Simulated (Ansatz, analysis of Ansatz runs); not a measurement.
# Reproducing a measured hyperfine coupling: N2V- centre in diamond, part 2 of 2

How near does this set-up come to the measured hyperfine coupling? Subject: N2V- centre in diamond. Set-up: PBE, 64-site cell, PBE lattice, 420 eV, k: 2x2x2 shifted 0.5 0.5 0.5. The model is a cell of 64 host atoms with 1 site emptied, N put on another atom's site and N put on another atom's site. The isotropic coupling follows from the spin density at the nucleus, the nuclear g-factor and the total spin. This set-up takes another sampling or smearing than the usual one for this cell.

Ansatz 0.2.0; PBE, 64-site cell, PBE lattice, 420 eV, k: 2x2x2 shifted 0.5 0.5 0.5.

So far: Starting point; Relaxation, charge −1.

### Step 3. Contact spin densities

The relaxed structure is kept, and the final numbers are taken at the final level and k-points.

This step: plane-wave PAW DFT, PBE; single point of a defect supercell.

File point/input.yaml:

```yaml
crystal:
  lattice:
    - [7.14316351, 0.0, 0.0]
    - [0.0, 7.14316351, 0.0]
    - [0.0, 0.0, 7.14316351]
  atoms:
    - { symbol: C, position: [-0.000949699, -0.001487729, 0.249781729] }
    - { symbol: C, position: [-0.000958171, 0.249889955, -0.001611017] }
    - { symbol: C, position: [0.250314798, -0.001350573, -0.001479125] }
    - { symbol: "N", position: [0.239461426, 0.23922508, 0.239121575] }
    - { symbol: C, position: [0.126079871, 0.12589621, 0.369013055] }
    - { symbol: C, position: [0.126079137, 0.369145932, 0.125767557] }
    - { symbol: C, position: [0.369939704, 0.125609225, 0.125474425] }
    - { symbol: C, position: [0.000261648, 0.000701108, 0.749074434] }
    - { symbol: C, position: [0.002965949, 0.252568153, 0.497214231] }
    - { symbol: C, position: [0.251582818, 0.002719874, 0.497537512] }
    - { symbol: C, position: [0.251575568, 0.252252112, 0.747058653] }
    - { symbol: C, position: [0.125262748, 0.125729713, 0.872999825] }
    - { symbol: C, position: [0.126060172, 0.380808333, 0.623902611] }
    - { symbol: C, position: [0.377506328, 0.129176168, 0.620608583] }
    - { symbol: C, position: [0.375325411, 0.374969017, 0.874822496] }
    - { symbol: C, position: [0.002966997, 0.497341155, 0.252444558] }
    - { symbol: C, position: [0.000263674, 0.749190397, 0.000590071] }
    - { symbol: C, position: [0.251568092, 0.497689955, 0.002570418] }
    - { symbol: C, position: [0.251561104, 0.747211235, 0.252110849] }
    - { symbol: C, position: [0.126064946, 0.624032629, 0.380674285] }
    - { symbol: C, position: [0.125264679, 0.873128465, 0.125606968] }
    - { symbol: C, position: [0.37750949, 0.620753835, 0.129034883] }
    - { symbol: C, position: [0.375336387, 0.874952599, 0.374829182] }
    - { symbol: C, position: [-0.000941051, 0.500002291, 0.751276065] }
    - { symbol: C, position: [-0.000945005, 0.751397158, 0.499887379] }
    - { symbol: "N", position: [0.239434754, 0.510700836, 0.510592563] }
    - { symbol: C, position: [0.250321487, 0.751276309, 0.751144925] }
    - { symbol: C, position: [0.125275905, 0.624176231, 0.876661203] }
    - { symbol: C, position: [0.125261505, 0.876787091, 0.624059091] }
    - { symbol: C, position: [0.369935818, 0.62433421, 0.624201627] }
    - { symbol: C, position: [0.375237575, 0.874955804, 0.874832912] }
    - { symbol: C, position: [0.498507116, 0.001877194, 0.25090687] }
[... 23 lines left out ...]
    - { symbol: C, position: [0.498517666, 0.498882616, 0.747910534] }
    - { symbol: C, position: [0.498517267, 0.748038846, 0.498769143] }
    - { symbol: C, position: [0.749916317, 0.500133525, 0.500009921] }
    - { symbol: C, position: [0.749288615, 0.749898702, 0.749792543] }
    - { symbol: C, position: [0.624134337, 0.624689963, 0.874359473] }
    - { symbol: C, position: [0.624127229, 0.874480839, 0.624571356] }
    - { symbol: C, position: [0.87446631, 0.625227688, 0.625120718] }
    - { symbol: C, position: [0.874756819, 0.874941584, 0.874831891] }
total_charge: -1
basis:
  ecutwfc: 420
  xc_grid: 2
hamiltonian:
  xc: pbe
kpoints:
  mp_grid: { grid: [2, 2, 2], shift: [0.5, 0.5, 0.5] }
magnetization:
  spin_polarized: true
  initial_magnetization: 1
  spin_locking: { lock_magnetization: hard }
scf:
  occupations: { method: fermi_dirac, width: 0.01 }
  max_iter: 120
output:
  forces: true
  efg: {}
  eigenvalues: true
checkpoint:
  read: "../relax.run"
```

The run is started by

```
> ansatz run input.yaml --threads 2 --pin off --max-ram 3768MiB --backend cpu --events-out ev --progress --plain --runs-dir out
```

Numbers of over 12 decimals in the logs are rounded to 6 here.

The program printed:

```text
[...]
Crystal: 63 atoms, lattice volume = 364.478 Å³
Basis set: ecut = 420 eV, 7123 PW (Γ), exchange–correlation on 96×96×96 points (8 copies of the dense FFT grid, shifted against one another)
Bands: 191, of which v1, the nominal top of the filled ones, is band 128 counted from 1 (127 counted from 0)
Symmetry: 1 space group operations
[...]
k-points: 4 of 8 (time reversal used)
[...]
Stability of the state it starts from, as read at its close in the collinear treatment: not read negative (Ritz values of 1 − χ₀K, real part plus size of imaginary part, from 1.0 to 1.7, by its mixing steps under no symmetry); [...]
Starting moments: Σ|m| = 1 μB on 63 of 63 sites; this step starts from the density that it was given
[...]
atom  13  C  V_zz =    +1.617360   η = 0.1046   by run symmetry: allowed
[...]
atom  16  C  V_zz =    -0.399763   η = 0.3089   by run symmetry: allowed
[...]
atom  20  C  V_zz =    +1.618045   η = 0.1043   by run symmetry: allowed
[...]
atom  26  N  V_zz =   -14.147212   η = 0.0029   by run symmetry: allowed
[...]
atom  41  C  V_zz =    -3.355206   η = 0.0954   by run symmetry: allowed
[...]
atom  48  C  V_zz =    -3.356798   η = 0.0956   by run symmetry: allowed
[...]
--- Band table (eV; the first three rows and the last of 8) ---
[...]
[... further k-points left out ...]
[key lines of the parts left out:]
SCF converged after 2 iterations
Magnetization: 1.0000 μB (128.0000 up, 127.0000 down)
Free energy (F): -16046.934053 eV
Fermi energy:    15.425488 (↑ 16.421685, ↓ 15.144201) eV
```

It took 9.4 s on 2 threads of AMD EPYC 9R45, shared host; peak memory 1.2 GiB; 19 s of CPU time.

This step gave:

| Property | Result |
| --- | --- |
| free energy | -16046.9341 eV |
| total moment | 1 μB |
| integral of the absolute spin density | 1.129 μB |
| spin contamination | 0.004386 |

The largest moments in the atoms' spheres: C41 0.18, C48 0.18, C40 0.02, C49 0.02, C42 0.01, C43 0.01 μB.

Contact couplings A = (2/3) μ0 ge μB gN μN ρs / (2S h), for each element's most abundant magnetic isotope:

```tsv
atom	isotope	distance from the centre (Å)	contact spin density (e/Å³)	A (MHz)
C48	13C	1.63	1.16	192.8
C41	13C	1.63	1.16	192.7
C40	13C	3.89	0.158	26.4
C49	13C	3.89	0.158	26.3
C42	13C	3.90	0.116	19.4
C43	13C	3.90	0.116	19.4
C50	13C	3.90	0.116	19.4
C51	13C	3.90	0.116	19.4
C31	13C	5.05	0.0690	11.5
C45	13C	2.51	-0.0675	-11.2
```

### Step 4. Summary of results

| Property | Result |
| --- | --- |
| 15N, isotropic | 2.9 MHz |
| 13C, the two neighbours of the vacancy, isotropic | 192.8 MHz |
| integral of the absolute spin density | 1.13 μB |
| time of the whole chain | 57 s on 2 threads |

In words: 15N, isotropic: computed 2.9 MHz, measured 4.02 MHz; 1.1 MHz (27 %) below the measurement. 13C, the two neighbours of the vacancy, isotropic: computed 192.8 MHz, measured 240.7 MHz; 47.9 MHz (20 %) below the measurement. Only the isotropic (Fermi contact) part is computed, with core polarisation; no vibrational averaging. Limits: the periodic copies of the defect are only 7.1 Å apart.

[Logs are printed without paths, hosts, clocks, repeated set-up lines and the standing remarks that a program may print on its own settings, such as how far it seeks lower states.]

[Hosts, paths, dates, database ids (printed as entryN), source tags and the programs' standing remarks are cut or masked in the printed files.]

[For some hosts the program warned that the k-mesh of the response run may be too coarse for force constants and the static dielectric constant; such warnings are not shown here.]
